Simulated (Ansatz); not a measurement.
# CuMoN2, from a guessed structure to a relaxed one, part 2 of 2

Starting from a made-up structure for CuMoN2, the aim is the relaxed cell, its shortest contacts and, where a second run follows, its electronic structure.

Ansatz 0.2.0; DFT, PBE, plane-wave PAW, files of the set soft_1, scalar-relativistic, ferromagnetic start, cell and ions relaxed at zero pressure; PAW set soft_1 (the session's first sound run).

So far: Set-up; Relaxation of the guess. The relaxed cell has a, b, c = 2.861, 5.173, 10.899 Å (conventional setting).

## 3. Bands of the relaxed cell

With the geometry fixed, one more self-consistent run, with a narrower smearing and the mesh shown in its input, gives the bands, and its pressure, and its forces where symmetry allows any, show how far the geometry depends on these settings.

This step: DFT, PBE, plane-wave PAW, files of the set soft_1, scalar-relativistic, no spin, bands and density of states at the relaxed cell; PAW set soft_1 (Ansatz 0.2.0).

Contents of input.yaml:

```yaml
crystal:
  lattice:
    - [1.4305541633, -2.5867464134, 0.0]
    - [1.4305541633, 2.5867464134, 0.0]
    - [0.0, 0.0, 10.8991945154]
  atoms:
    - { symbol: Mo, position: [0.872287898, 0.127712102, 0.75] }
    - { symbol: Mo, position: [0.127712102, 0.872287898, 0.25] }
    - { symbol: Cu, position: [0.0, 0.0, 0.5] }
    - { symbol: Cu, position: [0.0, 0.0, 0.0] }
    - { symbol: "N", position: [0.5466543256, 0.4533456744, 0.8636325177] }
    - { symbol: "N", position: [0.4533456744, 0.5466543256, 0.1363674823] }
    - { symbol: "N", position: [0.4533456744, 0.5466543256, 0.3636325177] }
    - { symbol: "N", position: [0.5466543256, 0.4533456744, 0.6363674823] }
kpoints:
  mp_grid: { grid: [12, 12, 4] }
  band_path:
    path:
      - [[0.0, 0.0, 0.0], [0.32646116, 0.32646116, 0.0], [0.0, 0.5, 0.0], [0.0, 0.5, 0.5], [0.32646116, 0.32646116, 0.5], [0.0, 0.0, 0.5], [0.0, 0.0, 0.0], [-0.5, 0.5, 0.0], [-0.32646116, 0.67353884, 0.0], [-0.32646116, 0.67353884, 0.5], [-0.5, 0.5, 0.5], [-0.5, 0.5, 0.0]]
      - [[0.0, 0.0, 0.5], [-0.5, 0.5, 0.5]]
    npoints: 6
scf:
  occupations: { method: fermi_dirac, width: 0.03 }
  n_extra_bands: 12
hamiltonian:
  xc: pbe
  pseudopotentials: { kind: paw, azcp: { folder: soft_1 } }
output:
  forces: true
  stress: true
  write_bands: true
  dos: { projected: true }
  write_density: true
  write_potential: true
  elf: true
  volumetric_format: npy
```

Run with:

```sh
$ ansatz run input.yaml --threads 4 --pin off --max-ram 10240MiB --backend cpu --events-out ev --progress --plain --runs-dir out
```

Numbers of over 12 decimals in the logs are rounded to 6 here.

The log of the run:

```text
[...]
Crystal: 8 atoms, lattice volume = 80.665 Å³
Basis set: ecut = 420 eV, 1557 PW (Γ), exchange–correlation on 40×40×150 points (8 copies of the dense FFT grid, shifted against one another)
Bands: 55, of which v1, the nominal top of the filled ones, is band 43 counted from 1 (42 counted from 0)
Symmetry: 8 space group operations
[...]
k-points: 129 of 576
[...]
SCF iter   1: F=—  HF=-24704.624765 eV  |F-HF|=—  |Δ(HF+E_count)|=         —  Δρ=1.64e-1  dr2=3.69e1  ethr=3.10e-3  ⟨swp⟩=5.9  Hψ=22420  notcnv=0  defer=209
[...]
SCF iter  11: F=-24698.752182 eV  HF=-24698.752182 eV  |F-HF|=5.94e-9  |Δ(HF+E_count)|=   2.26e-8  Δρ=4.55e-6  dr2=1.45e-8  ethr=1.16e-10  ⟨swp⟩=14.9  Hψ=46483  notcnv=0
SCF 1 converged in 11 iterations: F = -24698.752182 eV  dr2 = 1.45e-8
[...]
NSCF: frozen V_eff on 74 k-points
SCF converged after 11 iterations
Free energy (F): -24698.752182 eV
[...]
Internal energy: -24698.742229 eV  (E = F + TS)
E sigma→0 (E₀):  -24698.747205 eV
Entropy (-TS):   -0.009953 eV (-1.244 meV/atom)
Fermi energy:    16.402545 eV
[...]
--- Forces (eV/Å), atoms counted from 1 ---
  atom   1  Mo     0.00000000     0.02897947     0.00000000
  atom   2  Mo     0.00000000    -0.02897947     0.00000000
  atom   3  Cu    -0.00000000    -0.00000000     0.00000000
  atom   4  Cu     0.00000000     0.00000000     0.00000000
  atom   5  N      0.00000000    -0.01531520     0.00562557
  atom   6  N      0.00000000     0.01531520    -0.00562557
  atom   7  N      0.00000000     0.01531520     0.00562557
  atom   8  N      0.00000000    -0.01531520    -0.00562557
  max |Σ_I F_I| component: 1.67e-16 eV/Å
--- Stress (GPa, compression-positive) ---
       -0.042696       0.000000       0.000000
        0.000000       0.031943       0.000000
        0.000000       0.000000      -0.103681
  P = ⅓ Tr σ = -0.0381 GPa (-0.381 kbar)
--- Band table (eV; the first three rows and the last of 129) ---
  k-point 0: bands = [... 39 lower, 14.2834, 14.7457, 15.3856, 16.5767, 17.2067, 19.0090, 19.0124, 19.2074, ... 8 higher]
  k-point 1: bands = [... 39 lower, 14.4754, 14.4790, 15.2551, 16.7781, 17.1815, 19.0245, 19.0325, 19.1571, ... 8 higher]
  k-point 2: bands = [... 39 lower, 14.1624, 14.9142, 14.9142, 17.0549, 17.0549, 19.0722, 19.0722, 19.0865, ... 8 higher]
  k-point 128: bands = [... 39 lower, 14.8045, 15.5534, 15.5534, 16.0056, 16.0056, 18.9726, 18.9726, 19.0635, ... 8 higher]
```

The job ended after 16 s (4 threads of Arm Neoverse V1, shared host; peak memory 0.69 GiB; 64 s of CPU time).

Numbers from this step:

```yaml
free_energy: -24698.7522 eV
energy_at_zero_smearing: -24698.7472 eV
smearing_term_ts: 0.009953 eV
fermi_energy: 16.40 eV
pressure: -0.03814 GPa
```

From bands.tsv, the bands that come nearest the Fermi level along the path, at its corners, in eV from the Fermi level:

```
point  band 41  band 42  band 43  band 44  band 45  band 46  band 47  band 48
    Γ    -1.66    -1.02     0.17     0.80     2.61     2.61     2.80     2.84
    X    -1.34    -0.73    -0.24    -0.10     1.16     1.24     3.77     4.07
    S    -1.29    -1.10     0.52     0.70     2.41     2.51     3.04     3.11
    R    -1.33    -1.33     0.60     0.60     2.42     2.42     3.00     3.00
    A    -0.96    -0.96    -0.20    -0.20     1.20     1.20     3.95     3.95
    Z    -1.49    -1.49     0.65     0.65     2.67     2.67     2.68     2.68
    Γ    -1.66    -1.02     0.17     0.80     2.61     2.61     2.80     2.84
    Y    -1.23    -0.76    -0.33    -0.13     2.44     2.58     2.74     2.79
   X1    -1.34    -0.73    -0.24    -0.10     1.16     1.24     3.77     4.07
   A1    -0.96    -0.96    -0.20    -0.20     1.20     1.20     3.95     3.95
    T    -0.85    -0.85    -0.40    -0.40     2.57     2.57     2.66     2.66
    Y    -1.23    -0.76    -0.33    -0.13     2.44     2.58     2.74     2.79
    Z    -1.49    -1.49     0.65     0.65     2.67     2.67     2.68     2.68
    T    -0.85    -0.85    -0.40    -0.40     2.57     2.57     2.66     2.66
```

ELF in the ac plane of the cell as run, not the conventional one, at fractional y = 0.000, with atoms of Cu within 0.2 Å of it. It is the smooth field of the valence electrons, not physical close to the nuclei.

Values, 24 rows by 15 columns, each cell a mean:
```
0.46 0.35 0.19 0.15 0.16 0.14 0.11 0.09 0.09 0.11 0.14 0.17 0.16 0.19 0.35
0.14 0.14 0.13 0.13 0.13 0.14 0.13 0.10 0.08 0.09 0.11 0.13 0.14 0.14 0.14
0.14 0.14 0.15 0.19 0.23 0.25 0.22 0.17 0.12 0.11 0.13 0.16 0.18 0.17 0.16
0.12 0.11 0.15 0.21 0.27 0.29 0.25 0.17 0.12 0.11 0.14 0.20 0.23 0.21 0.16
0.34 0.19 0.13 0.18 0.25 0.26 0.20 0.14 0.17 0.32 0.49 0.60 0.63 0.61 0.51
0.68 0.47 0.25 0.22 0.30 0.31 0.23 0.24 0.43 0.66 0.74 0.71 0.66 0.69 0.74
0.58 0.36 0.20 0.20 0.28 0.28 0.21 0.19 0.33 0.56 0.69 0.71 0.70 0.71 0.70
0.17 0.11 0.12 0.18 0.25 0.27 0.21 0.14 0.11 0.16 0.28 0.40 0.45 0.41 0.30
0.13 0.13 0.16 0.22 0.27 0.29 0.25 0.18 0.13 0.11 0.13 0.16 0.19 0.18 0.16
0.13 0.13 0.13 0.15 0.18 0.19 0.18 0.13 0.10 0.10 0.12 0.14 0.15 0.15 0.14
0.20 0.18 0.15 0.14 0.14 0.12 0.11 0.09 0.08 0.09 0.12 0.14 0.15 0.15 0.18
0.72 0.54 0.24 0.16 0.17 0.16 0.12 0.09 0.09 0.12 0.16 0.18 0.16 0.24 0.54
0.47 0.36 0.20 0.16 0.17 0.15 0.11 0.09 0.09 0.11 0.14 0.16 0.15 0.20 0.36
0.15 0.15 0.14 0.14 0.13 0.11 0.09 0.08 0.10 0.13 0.14 0.13 0.13 0.13 0.14
0.14 0.16 0.17 0.18 0.16 0.13 0.11 0.12 0.17 0.22 0.25 0.23 0.19 0.15 0.14
0.12 0.16 0.22 0.24 0.21 0.15 0.11 0.12 0.17 0.25 0.29 0.27 0.21 0.15 0.11
0.33 0.50 0.60 0.63 0.59 0.48 0.31 0.17 0.14 0.20 0.26 0.25 0.18 0.13 0.18
0.69 0.74 0.70 0.66 0.71 0.74 0.67 0.44 0.24 0.23 0.31 0.30 0.22 0.26 0.48
0.57 0.69 0.70 0.69 0.70 0.68 0.55 0.33 0.19 0.21 0.28 0.28 0.20 0.20 0.36
0.19 0.31 0.42 0.45 0.40 0.29 0.17 0.12 0.14 0.21 0.27 0.25 0.18 0.12 0.12
0.13 0.16 0.18 0.19 0.16 0.13 0.11 0.13 0.19 0.26 0.29 0.27 0.22 0.16 0.13
0.13 0.14 0.15 0.15 0.14 0.12 0.10 0.10 0.13 0.18 0.19 0.18 0.15 0.13 0.13
0.20 0.18 0.15 0.15 0.14 0.12 0.09 0.08 0.09 0.11 0.12 0.14 0.14 0.15 0.18
0.73 0.55 0.25 0.16 0.18 0.16 0.12 0.09 0.09 0.12 0.16 0.17 0.16 0.25 0.55
```
Columns run along a (3.0 Å), rows up along c (10.9 Å). Atoms in or near the plane, at fractional coordinates: Cu at (0.00, 0.50), Cu at (0.00, 0.00).

Electrostatic potential energy in the ac plane of the cell as run, not the conventional one, at fractional y = 0.000, with atoms of Cu within 0.2 Å of it. With pseudopotentials it is smooth inside the atoms' cores, unlike the true potential.

Values in eV, 24 rows by 15 columns, each cell a mean:
```
-49 -47 -35 -17   2  13  17  18  18  17  13   2 -17 -35 -47
 -9  -6   1   9  14  17  18  19  19  18  17  14   8   1  -6
 15  15  16  17  18  19  19  19  19  18  17  16  15  15  14
 11  14  16  17  18  18  18  17  15  12   9   6   5   6   8
-10   3  11  15  16  17  15  11   4  -8 -20 -29 -32 -30 -22
-30 -11   5  12  15  15  13   6  -9 -28 -43 -54 -55 -54 -45
-24  -7   7  13  15  16  13   8  -5 -22 -37 -47 -50 -48 -39
  2   9  14  16  17  17  16  14  10   4  -5 -11 -13 -11  -6
 14  16  17  18  18  18  18  18  17  16  14  13  12  12  13
 10  11  14  16  17  18  19  19  19  19  18  16  15  13  11
-29 -26 -16  -2  10  16  18  18  18  18  15  10  -2 -16 -26
-56 -54 -44 -25  -3  12  16  18  18  16  12  -3 -25 -44 -54
-50 -47 -35 -17   2  13  17  18  18  17  13   2 -17 -35 -47
 -9  -6   1   9  14  17  18  19  19  18  17  14   9   1  -6
 15  15  15  15  16  17  18  19  19  19  19  18  17  16  16
 11   8   6   5   6   9  12  15  17  18  18  18  17  16  14
 -9 -21 -29 -31 -28 -20  -7   4  12  15  17  16  15  11   3
-31 -46 -54 -56 -54 -44 -28  -9   6  13  15  15  12   5 -12
-24 -38 -47 -49 -46 -37 -22  -4   8  13  16  15  13   7  -7
  2  -6 -12 -14 -12  -5   3  10  14  16  17  17  16  13   9
 14  13  12  12  13  14  16  17  18  18  18  18  18  17  16
  9  10  12  15  16  18  19  19  19  19  18  17  15  13  11
-29 -25 -15  -2  10  15  18  18  18  18  16  10  -2 -15 -25
-55 -54 -44 -25  -3  12  16  18  18  16  12  -3 -25 -44 -54
```
Columns run along a (3.0 Å; values clipped at the 3rd and 97th percentile), rows up along c (10.9 Å). Atoms in or near the plane, at fractional coordinates: Cu at (0.00, 0.50), Cu at (0.00, 0.00).

Valence density in the ac plane of the cell as run, not the conventional one, at fractional y = 0.000, with atoms of Cu within 0.2 Å of it. It is the smooth field of the valence electrons, not physical close to the nuclei.

Values in e/Å³, 24 rows by 15 columns, each cell a mean:
```
30 21  8  2  1  0  0  0  0  0  0  1  2  8 21
 2  1  1  0  0  0  0  0  0  0  0  0  0  1  1
 0  0  0  0  0  0  0  0  0  0  0  0  0  0  0
 0  0  0  0  0  0  0  0  0  0  0  0  1  1  0
 1  1  0  0  0  0  0  0  1  1  2  3  3  3  2
 3  1  1  0  0  0  0  0  1  3  4  6  6  6  5
 2  1  0  0  0  0  0  0  1  2  4  5  5  5  4
 1  0  0  0  0  0  0  0  0  1  1  1  1  1  1
 0  0  0  0  0  0  0  0  0  0  0  0  0  0  0
 0  0  0  0  0  0  0  0  0  0  0  0  0  0  0
 7  5  2  1  0  0  0  0  0  0  0  0  1  2  5
58 39 13  3  1  0  0  0  0  0  0  1  3 13 39
32 22  8  2  1  0  0  0  0  0  0  1  2  8 22
 2  1  1  0  0  0  0  0  0  0  0  0  0  1  1
 0  0  0  0  0  0  0  0  0  0  0  0  0  0  0
 0  0  1  1  0  0  0  0  0  0  0  0  0  0  0
 1  2  3  3  3  2  1  0  0  0  0  0  0  0  1
 3  5  6  6  6  4  3  1  0  0  0  0  0  1  1
 2  4  5  5  5  3  2  1  0  0  0  0  0  0  1
 1  1  1  2  1  1  1  0  0  0  0  0  0  0  0
 0  0  0  0  0  0  0  0  0  0  0  0  0  0  0
 0  0  0  0  0  0  0  0  0  0  0  0  0  0  0
 7  5  2  1  0  0  0  0  0  0  0  0  1  2  5
60 40 13  3  1  0  0  0  0  0  0  1  3 13 40
```
Columns run along a (3.0 Å), rows up along c (10.9 Å). Atoms in or near the plane, at fractional coordinates: Cu at (0.00, 0.50), Cu at (0.00, 0.00).

## 4. Results

```yaml
space_group_relaxed: Cmcm
conventional_cell: a = 2.861, b = 5.173, c = 10.899 Å; α = 90.0°, β = 90.0°, γ = 90.0°
volume_per_atom: 10.08 Å³ (guess 11.23)
total_moment: 0.00 μB in the cell of 8 atoms
```

What this shows: CuMoN2 relaxes to Cmcm with a = 2.861, b = 5.173 and c = 10.899 Å. The guessed volume was 11 % too large. The space group Cmcm was held in the relaxation, so the end point is a stationary structure within it and may be a saddle against distortions or other arrangements. The moments died out from this one start and weren't seeded again at the relaxed cell. Bands cross the Fermi level, so it is a metal or semimetal at this level. On the 12×12×4 mesh with the narrower smearing (relaxed on 10×10×3) the largest force component is 0.029 eV/Å and the largest stress component is 0.104 GPa, against the relaxation's thresholds of 0.015 eV/Å and 0.05 GPa. The cutoff wasn't tested. No dispersion term is used, so weakly bound directions may come out too long. Nothing here tests whether the compound is stable against decomposition.

[Logs are printed without paths, hosts, clocks, repeated set-up lines and the standing remarks that a program may print on its own settings, such as how far it seeks lower states.]

[Hosts, paths, dates, database ids (printed as entryN), source tags and the programs' standing remarks are cut or masked in the printed files.]
